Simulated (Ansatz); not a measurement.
# Li on Pd(110): change of the work function

Aim: the work function of Pd(110) at several coverages of Li (longbridge site), and the dipole that each adsorbate carries.

Program: Ansatz 0.2.0. Level of theory: plane-wave DFT, PBE-D3(BJ), Ansatz PAW. Results are calculated unless marked as measured.

## (1) The starting structure

The cell holds 5 atoms: 5 Pd. Cell: a = 3.890 Å, b = 2.751 Å, c = 23.501 Å, α = 90.0°, β = 90.0°, γ = 90.0°. Vacuum lies along c.

Structure file:

```cif
data_structure
_symmetry_space_group_name_H-M 'P 1'
_symmetry_Int_Tables_number 1
_cell_length_a 3.8900
_cell_length_b 2.7506
_cell_length_c 23.5013
_cell_angle_alpha 90.000
_cell_angle_beta 90.000
_cell_angle_gamma 90.000
_cell_volume 251.46
loop_
_atom_site_label
_atom_site_type_symbol
_atom_site_fract_x
_atom_site_fract_y
_atom_site_fract_z
_atom_site_occupancy
Pd1 Pd 0.00000 0.00000 0.38296 1
Pd2 Pd 0.50000 0.50000 0.44148 1
Pd3 Pd 0.00000 0.00000 0.50000 1
Pd4 Pd 0.50000 0.50000 0.55852 1
Pd5 Pd 0.00000 0.00000 0.61704 1
```

## (2) The clean slab

The bare slab comes first, as the zero from which every change is counted. The two lowest layers are held at bulk places and the upper ones relax. The dipole correction removes the false field that a one-sided slab makes across the periodic vacuum, so each face gets a flat vacuum level of its own.

input.yaml

```yaml
crystal:
  lattice:
    - [3.89, 0.0, 0.0]
    - [0.0, 2.7506453788, 0.0]
    - [0.0, 0.0, 23.5012907576]
  atoms:
    - { symbol: Pd, position: [0.0, 0.0, 0.3829576891] }
    - { symbol: Pd, position: [0.5, 0.5, 0.4414788446] }
    - { symbol: Pd, position: [0.0, 0.0, 0.5] }
    - { symbol: Pd, position: [0.5, 0.5, 0.5585211554] }
    - { symbol: Pd, position: [0.0, 0.0, 0.6170423109] }
kpoints:
  mp_grid: { grid: [8, 11, 1] }
hamiltonian:
  xc: pbe
  dispersion: d3bj
scf:
  occupations: { method: fermi_dirac, width: 0.1 }
  convergence: { dr2_threshold: 1.0e-08 }
efield:
  axis: 3
  dipole_correction: true
  ramp_position: 0.97
  ramp_width: 0.06
relax:
  f_tol: 0.02
  max_steps: 60
  constraints: [{ sites: [0, 1] }]
output:
  write_potential: true
  write_density: true
  volumetric_format: npy
```

Started as:

```bash
$ ansatz run input.yaml --threads 4 --pin off --max-ram 12288MiB --backend cpu --events-out ev --progress --plain --runs-dir out
```

Numbers of over 12 decimals in the logs are rounded to 6 here.

The program printed:

```text
Engine: ansatz 0.2.0, aarch64-unknown-linux-gnu
Pseudopotentials: kind: paw
Pseudopotential: Pd, paw, valence charge 18, recommended cutoff 420 eV (normal), Pd.paw.azcp
Functional definition: PBE
  parameter kappa = 0.804
  parameter beta = 0.066725
  exchange = pbe_x(kappa = kappa, mu = beta*pi^2/3)
  correlation = pbe_c(beta = beta)
Crystal: 5 atoms, lattice volume = 251.464 Å³
Basis set: ecut = 420 eV, 4931 PW (Γ), exchange–correlation on 54×40×320 points (8 copies of the dense FFT grid, shifted against one another)
Bands: 54, of which v1, the nominal top of the filled ones, is band 45 counted from 1 (44 counted from 0)
Symmetry: 4 space group operations
k-points: 30 of 88
Non-local potential: Pd, projectors of the file, l = 0: 2, l = 1: 2, l = 2: 2, l = 3: 1
PAW form: soft (Blöchl's): semilocal exchange-correlation on the pseudo side does not see the compensation charge
PAW one-centre angular grid: Pd, 590 points (default); XC on 64 Gauss nodes
Initial density: superposition of atomic densities (neutral atoms: chi_scale 0, normalization atom), corrected by the library's trained network
Initial wavefunctions: pseudopotential atomic-orbital guess
Functional: x = pbe(κ = 0.804, μ = 0.219515), c = pbe(β = 0.066725)
SCF iter   1: F=—  HF=-34864.485069 eV  |F-HF|=—  |Δ(HF+E_count)|=         —  Δρ=6.40e-3  dr2=4.72e-1  ethr=1.77e-3  p=0.000 e·Å  D=8.20e-14 V/Å  ΔV_dip=-0.00 eV  dr2_dipole=5.85e-8  V_vac-E_F(+/−)=4.53/4.53 eV  ⟨swp⟩=8.5  Hψ=6984  notcnv=0  defer=16
efield: sawtooth ramp at fractional position 0.9700 (set: `efield.ramp_position`, or a place that a band, a saddle search or an elastic batch's reference lends), width 0.0600; the density the first Hamiltonian is built on has a dipole p = 0.000 e·Å; the dipole correction subtracts the counter field D = 8.20e-14 V/Å, which shifts the + side's vacuum level by -0.00 eV against the − side's; the planar-averaged density in the ramp window peaks in size at 4.5e-7 e/Å³
preconditioner: auto → LDOS  [metal: Δε(μ)=0.021 eV  Ē_g=6.310 eV  σ=0.100 eV  W_gap=0.05  n_scr=44 (ndim 8)  ℏωp=16.6 eV  f_vac=0.641  D(μ)=10.49/eV (n_scr^D=76)  β→1.0]
SCF iter   2: F=—  HF=-34864.482370 eV  |F-HF|=—  |Δ(HF+E_count)|=   2.70e-3  Δρ=5.76e-3  dr2=1.03e-1  ethr=5.25e-4  p=-0.000 e·Å  D=-1.39e-5 V/Å  ΔV_dip=0.00 eV  dr2_dipole=3.97e-8  V_vac-E_F(+/−)=4.74/4.74 eV  ⟨swp⟩=3.4  Hψ=2818  notcnv=0  defer=41
SCF iter   3: F=—  HF=-34864.469101 eV  |F-HF|=—  |Δ(HF+E_count)|=   1.33e-2  Δρ=2.48e-3  dr2=5.61e-2  ethr=1.14e-4  p=-0.000 e·Å  D=-5.53e-6 V/Å  ΔV_dip=0.00 eV  dr2_dipole=2.02e-8  V_vac-E_F(+/−)=4.68/4.68 eV  ⟨swp⟩=2.0  Hψ=2519  notcnv=0  defer=41
SCF iter   4: F=—  HF=-34864.467130 eV  |F-HF|=—  |Δ(HF+E_count)|=   1.97e-3  Δρ=1.01e-3  dr2=4.04e-3  ethr=6.23e-5  p=0.000 e·Å  D=2.65e-7 V/Å  ΔV_dip=-0.00 eV  dr2_dipole=1.79e-9  V_vac-E_F(+/−)=4.71/4.71 eV  ⟨swp⟩=1.0  Hψ=1579  notcnv=0  defer=41
SCF iter   5: F=—  HF=-34864.467452 eV  |F-HF|=—  |Δ(HF+E_count)|=   3.21e-4  Δρ=3.70e-4  dr2=4.89e-4  ethr=4.49e-6  p=-0.000 e·Å  D=-1.29e-6 V/Å  ΔV_dip=0.00 eV  dr2_dipole=2.78e-10  V_vac-E_F(+/−)=4.72/4.72 eV  ⟨swp⟩=2.0  Hψ=2360  notcnv=0  defer=41
SCF iter   6: F=—  HF=-34864.467601 eV  |F-HF|=—  |Δ(HF+E_count)|=   1.49e-4  Δρ=1.59e-4  dr2=1.12e-4  ethr=5.43e-7  p=0.000 e·Å  D=5.70e-7 V/Å  ΔV_dip=-0.00 eV  dr2_dipole=3.80e-11  V_vac-E_F(+/−)=4.71/4.71 eV  ⟨swp⟩=2.0  Hψ=1893  notcnv=0  defer=41
SCF iter   7: F=—  HF=-34864.467607 eV  |F-HF|=—  |Δ(HF+E_count)|=   6.44e-6  Δρ=7.96e-5  dr2=2.86e-5  ethr=1.24e-7  p=-0.000 e·Å  D=-1.61e-7 V/Å  ΔV_dip=0.00 eV  dr2_dipole=1.30e-11  V_vac-E_F(+/−)=4.71/4.71 eV  ⟨swp⟩=1.7  Hψ=1849  notcnv=0  defer=41
SCF iter   8: F=—  HF=-34864.467644 eV  |F-HF|=—  |Δ(HF+E_count)|=   3.61e-5  Δρ=2.32e-5  dr2=2.41e-6  ethr=3.18e-8  p=0.000 e·Å  D=1.47e-7 V/Å  ΔV_dip=-0.00 eV  dr2_dipole=7.45e-13  V_vac-E_F(+/−)=4.71/4.71 eV  ⟨swp⟩=1.9  Hψ=1900  notcnv=0  defer=41
SCF iter   9: F=—  HF=-34864.467668 eV  |F-HF|=—  |Δ(HF+E_count)|=   2.42e-5  Δρ=8.62e-6  dr2=1.86e-7  ethr=2.67e-9  p=-0.000 e·Å  D=-5.65e-9 V/Å  ΔV_dip=0.00 eV  dr2_dipole=5.13e-12  V_vac-E_F(+/−)=4.71/4.71 eV  ⟨swp⟩=2.2  Hψ=2383  notcnv=0  defer=38
SCF iter  10: F=—  HF=-34864.467668 eV  |F-HF|=—  |Δ(HF+E_count)|=   4.60e-8  Δρ=2.17e-6  dr2=1.17e-8  ethr=2.07e-10  p=0.000 e·Å  D=4.50e-9 V/Å  ΔV_dip=-0.00 eV  dr2_dipole=9.63e-13  V_vac-E_F(+/−)=4.71/4.71 eV  ⟨swp⟩=2.4  Hψ=2844  notcnv=0  defer=38
SCF iter  11: F=-34864.467668 eV  HF=-34864.467668 eV  |F-HF|=8.24e-9  |Δ(HF+E_count)|=   1.19e-8  Δρ=6.69e-7  dr2=1.46e-9  ethr=1.11e-11  p=0.000 e·Å  D=1.10e-8 V/Å  ΔV_dip=-0.00 eV  dr2_dipole=2.36e-13  V_vac-E_F(+/−)=4.71/4.71 eV  ⟨swp⟩=9.0  Hψ=10400  notcnv=0
SCF 1 converged in 11 iterations: F = -34864.467668 eV  dr2 = 1.46e-9
  greatest PAW one-centre occupation: 0.999 electrons in one spin orbital (limit 2), on the Pd atom at site 4 (counted from 0), in its partial waves of l = 0
relax step   1: F+E_penalty+E_count = -34864.46766788 eV  Δ(F+E_penalty+E_count) = +0.000e0 eV  max|allowed force component| = 5.392e-1 eV/Å  Δτ_max = 0.0000 Å  (11 SCF iters, accepted)
Initial density: handed on by an earlier stage of this run
Initial wavefunctions: those handed on with the density
iter 1 solved again at ethr=4.81e-4 eV; its pass at ethr=3.10e-3 eV (dr2=4.33e-1 eV) is discarded
SCF iter   1: F=—  HF=-34864.505154 eV  |F-HF|=—  |Δ(HF+E_count)|=         —  Δρ=6.12e-3  dr2=3.98e-1  ethr=4.81e-4  p=-0.000 e·Å  D=-7.99e-9 V/Å  ΔV_dip=0.00 eV  dr2_dipole=8.76e-2  V_vac-E_F(+/−)=4.70/4.70 eV  ⟨swp⟩=1.2  Hψ=5499  notcnv=0  defer=42
efield: sawtooth ramp at fractional position 0.9700 (set: `efield.ramp_position`, or a place that a band, a saddle search or an elastic batch's reference lends), width 0.0600; the density the first Hamiltonian is built on has a dipole p = -0.000 e·Å; the dipole correction subtracts the counter field D = -7.99e-9 V/Å, which shifts the + side's vacuum level by +0.00 eV against the − side's; the planar-averaged density in the ramp window peaks in size at 4.6e-6 e/Å³
preconditioner: auto → LDOS  [metal: Δε(μ)=0.006 eV  Ē_g=6.407 eV  σ=0.100 eV  W_gap=0.02  n_scr=44 (ndim 8)  ℏωp=16.6 eV  f_vac=0.642  D(μ)=10.75/eV (n_scr^D=76)  β→1.0]
SCF iter   2: F=—  HF=-34864.503056 eV  |F-HF|=—  |Δ(HF+E_count)|=   2.10e-3  Δρ=3.74e-3  dr2=5.11e-2  ethr=4.42e-4  p=-0.002 e·Å  D=-1.27e-3 V/Å  ΔV_dip=0.03 eV  dr2_dipole=6.73e-5  V_vac-E_F(+/−)=4.76/4.73 eV  ⟨swp⟩=2.3  Hψ=2552  notcnv=0  defer=42
[...]
SCF iter  11: F=—  HF=-34864.489100 eV  |F-HF|=—  |Δ(HF+E_count)|=   3.15e-8  Δρ=2.81e-6  dr2=4.50e-8  ethr=1.14e-10  p=-0.000 e·Å  D=-3.16e-4 V/Å  ΔV_dip=0.01 eV  dr2_dipole=3.66e-10  V_vac-E_F(+/−)=4.73/4.72 eV  ⟨swp⟩=2.1  Hψ=2160  notcnv=0  defer=42
SCF iter  12: F=—  HF=-34864.489101 eV  |F-HF|=—  |Δ(HF+E_count)|=   2.80e-8  Δρ=1.19e-6  dr2=1.49e-8  ethr=5.00e-11  p=-0.000 e·Å  D=-3.15e-4 V/Å  ΔV_dip=0.01 eV  dr2_dipole=1.16e-10  V_vac-E_F(+/−)=4.73/4.72 eV  ⟨swp⟩=2.5  Hψ=2231  notcnv=0  defer=42
SCF iter  13: F=-34864.489101 eV  HF=-34864.489101 eV  |F-HF|=8.79e-9  |Δ(HF+E_count)|=   5.93e-9  Δρ=2.62e-7  dr2=1.34e-10  ethr=1.11e-11  p=-0.000 e·Å  D=-3.15e-4 V/Å  ΔV_dip=0.01 eV  dr2_dipole=4.32e-12  V_vac-E_F(+/−)=4.73/4.72 eV  ⟨swp⟩=8.5  Hψ=9912  notcnv=0
SCF 2 converged in 13 iterations: F = -34864.489101 eV  dr2 = 1.34e-10
  greatest PAW one-centre occupation: 0.999 electrons in one spin orbital (limit 2), on the Pd atom at site 0 (counted from 0), in its partial waves of l = 0
relax step   2: F+E_penalty+E_count = -34864.48910053 eV  Δ(F+E_penalty+E_count) = -2.143e-2 eV  max|allowed force component| = 1.039e-1 eV/Å  Δτ_max = 0.0842 Å  (13 SCF iters, accepted)
SCF iter   1: F=—  HF=-34864.491007 eV  |F-HF|=—  |Δ(HF+E_count)|=         —  Δρ=1.16e-3  dr2=1.24e-2  ethr=2.03e-4  p=-0.000 e·Å  D=-3.15e-4 V/Å  ΔV_dip=0.01 eV  dr2_dipole=2.82e-3  V_vac-E_F(+/−)=4.73/4.72 eV  ⟨swp⟩=2.7  Hψ=3074  notcnv=0  defer=43
efield: sawtooth ramp at fractional position 0.9700 (set: `efield.ramp_position`, or a place that a band, a saddle search or an elastic batch's reference lends), width 0.0600; the density the first Hamiltonian is built on has a dipole p = -0.000 e·Å; the dipole correction subtracts the counter field D = -3.15e-4 V/Å, which shifts the + side's vacuum level by +0.01 eV against the − side's; the planar-averaged density in the ramp window peaks in size at 4.2e-6 e/Å³
preconditioner: auto → LDOS  [metal: Δε(μ)=0.008 eV  Ē_g=6.429 eV  σ=0.100 eV  W_gap=0.02  n_scr=44 (ndim 8)  ℏωp=16.6 eV  f_vac=0.642  D(μ)=10.77/eV (n_scr^D=76)  β→1.0]
SCF iter   2: F=—  HF=-34864.490940 eV  |F-HF|=—  |Δ(HF+E_count)|=   6.62e-5  Δρ=7.48e-4  dr2=2.22e-3  ethr=1.38e-5  p=-0.001 e·Å  D=-6.30e-4 V/Å  ΔV_dip=0.01 eV  dr2_dipole=2.27e-5  V_vac-E_F(+/−)=4.73/4.72 eV  ⟨swp⟩=2.0  Hψ=2760  notcnv=0  defer=43
SCF iter   3: F=—  HF=-34864.490410 eV  |F-HF|=—  |Δ(HF+E_count)|=   5.30e-4  Δρ=2.03e-4  dr2=7.51e-4  ethr=2.46e-6  p=-0.001 e·Å  D=-5.76e-4 V/Å  ΔV_dip=0.01 eV  dr2_dipole=1.20e-4  V_vac-E_F(+/−)=4.73/4.72 eV  ⟨swp⟩=2.2  Hψ=2559  notcnv=0  defer=43
SCF iter   4: F=—  HF=-34864.490380 eV  |F-HF|=—  |Δ(HF+E_count)|=   3.00e-5  Δρ=1.22e-4  dr2=2.11e-4  ethr=8.34e-7  p=-0.001 e·Å  D=-5.84e-4 V/Å  ΔV_dip=0.01 eV  dr2_dipole=4.15e-5  V_vac-E_F(+/−)=4.73/4.72 eV  ⟨swp⟩=1.9  Hψ=1917  notcnv=0  defer=43
SCF iter   5: F=—  HF=-34864.490374 eV  |F-HF|=—  |Δ(HF+E_count)|=   6.80e-6  Δρ=5.17e-5  dr2=2.81e-5  ethr=2.35e-7  p=-0.001 e·Å  D=-6.32e-4 V/Å  ΔV_dip=0.01 eV  dr2_dipole=1.47e-6  V_vac-E_F(+/−)=4.73/4.72 eV  ⟨swp⟩=1.7  Hψ=1870  notcnv=0  defer=43
SCF iter   6: F=—  HF=-34864.490410 eV  |F-HF|=—  |Δ(HF+E_count)|=   3.66e-5  Δρ=2.55e-5  dr2=5.00e-6  ethr=3.13e-8  p=-0.001 e·Å  D=-6.20e-4 V/Å  ΔV_dip=0.01 eV  dr2_dipole=5.69e-8  V_vac-E_F(+/−)=4.73/4.72 eV  ⟨swp⟩=2.0  Hψ=2018  notcnv=0  defer=43
SCF iter   7: F=—  HF=-34864.490435 eV  |F-HF|=—  |Δ(HF+E_count)|=   2.47e-5  Δρ=1.38e-5  dr2=1.57e-6  ethr=5.55e-9  p=-0.001 e·Å  D=-6.21e-4 V/Å  ΔV_dip=0.01 eV  dr2_dipole=7.33e-8  V_vac-E_F(+/−)=4.73/4.72 eV  ⟨swp⟩=1.7  Hψ=1750  notcnv=0  defer=43
SCF iter   8: F=—  HF=-34864.490435 eV  |F-HF|=—  |Δ(HF+E_count)|=   5.06e-7  Δρ=3.98e-6  dr2=8.32e-8  ethr=1.74e-9  p=-0.001 e·Å  D=-6.17e-4 V/Å  ΔV_dip=0.01 eV  dr2_dipole=8.64e-10  V_vac-E_F(+/−)=4.73/4.72 eV  ⟨swp⟩=1.5  Hψ=1759  notcnv=0  defer=43
SCF iter   9: F=-34864.490436 eV  HF=-34864.490436 eV  |F-HF|=2.35e-8  |Δ(HF+E_count)|=   8.82e-8  Δρ=9.99e-7  dr2=4.25e-9  ethr=1.11e-11  p=-0.001 e·Å  D=-6.15e-4 V/Å  ΔV_dip=0.01 eV  dr2_dipole=7.29e-11  V_vac-E_F(+/−)=4.73/4.72 eV  ⟨swp⟩=8.0  Hψ=11340  notcnv=0
SCF 3 converged in 9 iterations: F = -34864.490436 eV  dr2 = 4.25e-9
relax step   3: F+E_penalty+E_count = -34864.49043556 eV  Δ(F+E_penalty+E_count) = -1.335e-3 eV  max|allowed force component| = 4.734e-3 eV/Å  Δτ_max = 0.0147 Å  (9 SCF iters, accepted)
NSCF: frozen V_eff on 30 k-points
the band table was solved once a step of the walk had ended and its energy, with any forces and stress, was formed, with the checks that follow a solve (8888 applications of the Hamiltonian). They found nothing against the state; the energy, forces and stress were not computed again (output.eigenvalues in the input reference)
WARN: The input density's exchange-correlation potential varies sharply where the density is thin. Do not read a vacuum level from v_tot or v_xc, or from such a field of the output density. On a cell that repeats whose density bears no net charge and no dipole along the vacuum's axis use v_es (v_loc + v_h of the components); under efield.dipole_correction with no amplitude use v_es + v_field, which holds any external [...]
SCF converged after 9 iterations
Free energy (F): -34864.490436 eV
Harris-Foulkes:  -34864.490436 eV  (|F-HF|=2.35e-8)
Internal energy: -34864.151319 eV  (E = F + TS)
E sigma→0 (E₀):  -34864.320877 eV
Entropy (-TS):   -0.339117 eV (-67.823 meV/atom)
Fermi energy:    2.469032 eV
Dipole field:    D = -0.000626 V/Å  (p = -0.000869 e·Å, saw-weighted, corrected)
Work function:   Φ+ = 4.7323 eV   Φ− = 4.7176 eV
Levels:          The Fermi level and band energies are counted from a zero that moves with the ramp; work functions are not
--- Per-component energies (eV) ---
  E_band       = -2217.332563
  E_kinetic    = 2568.080538
  E_local      = -144102.964427  (includes V_loc(G=0)·N_el)
  E_nonlocal   = 1088.754765
  E_hartree    = 70466.248375
  E_xc         = -839.986452
  E_vxc        = -1053.260667  (∫ρ·V_xc dr)
  E_paw        = -18753.273946  (= ΣΔE_a)
  E_vpaw       = -1650.438229  (= ΣTr[D̂ρ^β])
  E_aug_tail   = 0.001109  (compensation charges beyond the density's cutoff)
  E_efield     = 0.000000  (sawtooth field / dipole correction)
  E_vefield    = 0.000517  (∫n·V_field dr)
  E_ewald      = 54711.213778
  E_disp       = -2.225059  (pairwise vdW)
  E_smearing   = -0.339117  (= −TS)
  E_closure    = 0.000000  (closes the sum)
  Σ components = -34864.490436   (vs F -34864.490436, Δ=0.00e0)
--- Forces (eV/Å), atoms counted from 1 ---
  atom   1  Pd     0.00000000     0.00000000     0.35699332
  atom   2  Pd     0.00000000    -0.00000000    -0.35773741
  atom   3  Pd     0.00000000     0.00000000     0.00228501
  atom   4  Pd     0.00000000    -0.00000000    -0.00473376
  atom   5  Pd     0.00000000     0.00000000     0.00321829
  max |Σ_I F_I| component: 2.54e-5 eV/Å
--- Band table (eV; the first three rows and the last of 30) ---
  k-point 0: bands = [... 41 lower, 1.7500, 1.7921, 2.1456, 2.2847, 2.3624, 2.6971, 2.7737, 4.7249, ... 5 higher]
  k-point 1: bands = [... 41 lower, 1.7628, 1.8066, 1.9236, 2.1940, 2.4612, 2.5754, 2.9100, 4.9079, ... 5 higher]
  k-point 2: bands = [... 41 lower, 1.7531, 1.7568, 1.8551, 2.1337, 2.3371, 2.7020, 3.2785, 5.4223, ... 5 higher]
  k-point 29: bands = [... 41 lower, 2.3772, 2.3888, 2.4618, 2.5355, 4.6145, 4.8624, 7.0208, 7.5822, ... 5 higher]
--- Relaxed structure (3 steps of the walk, 3 accepted, 0 SCFs on fresh bases) ---
  F+E_penalty+E_count = -34864.49043556 eV   max|allowed force component| = 4.734e-3 eV/Å
  atoms:
    - { symbol: Pd, position: [0.0, 0.0, 0.382958] }
    - { symbol: Pd, position: [0.5, 0.500000, 0.441479] }
    - { symbol: Pd, position: [0.0, 0, 0.500190] }
    - { symbol: Pd, position: [0.5, 0.500000, 0.561477] }
    - { symbol: Pd, position: [0.0, -5.663757834990766e-19, 0.615848] }
```

The job ended after 33 s (4 threads of Arm Neoverse V1, shared host; peak memory 0.71 GiB).

Step by step:

| step | energy less that of the first step (eV) | largest force component (eV/Å) |
| --- | --- | --- |
| 1 | 0.0000 | 0.5392 |
| 2 | -0.0214 | 0.1039 |
| 3 | -0.0228 | 0.0047 |

The run keeps the 4 symmetry operations that it works with, so distortions that break them were not tested.

The atoms that moved most (Å):

```csv
atom,dx,dy,dz,length
Pd4,0.000,0.000,0.069,0.069
Pd5,0.000,0.000,-0.028,0.028
```

The relaxed structure:

```cif
data_structure
_symmetry_space_group_name_H-M 'P 1'
_symmetry_Int_Tables_number 1
_cell_length_a 3.8900
_cell_length_b 2.7506
_cell_length_c 23.5013
_cell_angle_alpha 90.000
_cell_angle_beta 90.000
_cell_angle_gamma 90.000
_cell_volume 251.46
loop_
_atom_site_label
_atom_site_type_symbol
_atom_site_fract_x
_atom_site_fract_y
_atom_site_fract_z
_atom_site_occupancy
Pd1 Pd 0.00000 0.00000 0.38296 1
Pd2 Pd 0.50000 0.50000 0.44148 1
Pd3 Pd 0.00000 0.00000 0.50019 1
Pd4 Pd 0.50000 0.50000 0.56148 1
Pd5 Pd 0.00000 0.00000 0.61585 1
```

This step gave:

- energy at zero smearing: -34864.3209 eV
- work function, upper face: 4.732 eV
- dipole along the normal: -8.69e-4 e·Å

Running mean over 1.375 Å of the planar mean; the ramp of the sawtooth is left out. Table of electron's electrostatic potential energy less the Fermi level by z:

z (Å), electron's electrostatic potential energy less the Fermi level (eV) and a bar from the least value:
```
      3.0       4.72 ##############################
      3.5       4.72 ##############################
      4.0       4.72 ##############################
      4.5       4.72 ##############################
      5.0       4.72 ##############################
      5.5       4.71 ##############################
      6.0       4.70 ##############################
      6.5       4.65 ##############################
      7.0       4.48 #############################
      7.5       3.75 ############################
      8.0       0.91 ######################
      8.5      -3.85 ###########
      9.0      -7.22 ####
      9.5      -8.19 ##
     10.0      -8.41 ##
     10.5      -8.53 #
     11.0      -8.57 #
     11.5      -8.51 #
     12.0      -8.21 ##
     12.5      -8.02 ##
     13.0      -8.44 ##
     13.5      -9.17 
     14.0      -9.15 
     14.5      -7.58 ###
     15.0      -3.70 ############
     15.5       1.12 ######################
     16.0       3.83 ############################
     16.5       4.51 ##############################
     17.0       4.67 ##############################
     17.5       4.72 ##############################
     18.0       4.73 ##############################
     18.5       4.73 ##############################
     19.0       4.73 ##############################
     19.5       4.73 ##############################
     20.0       4.73 ##############################
     20.5       4.73 ##############################
```

The relaxation took 3 steps and lowered the energy by 0.023 eV; the largest force on the free atoms ends at 0.0047 eV/Å.

The work function of the upper face is 4.73 eV.

[end of part 1 of 5]

[Logs are printed without paths, hosts, clocks, repeated set-up lines and the standing remarks that a program may print on its own settings, such as how far it seeks lower states.]

[Hosts, paths, dates, database ids (printed as entryN), source tags and the programs' standing remarks are cut or masked in the printed files.]

[Maps of the electrostatic potential energy from Ansatz leave out the sawtooth potential of an applied field or a dipole correction, so their vacuum need not be flat; planar profiles and work functions include it.]
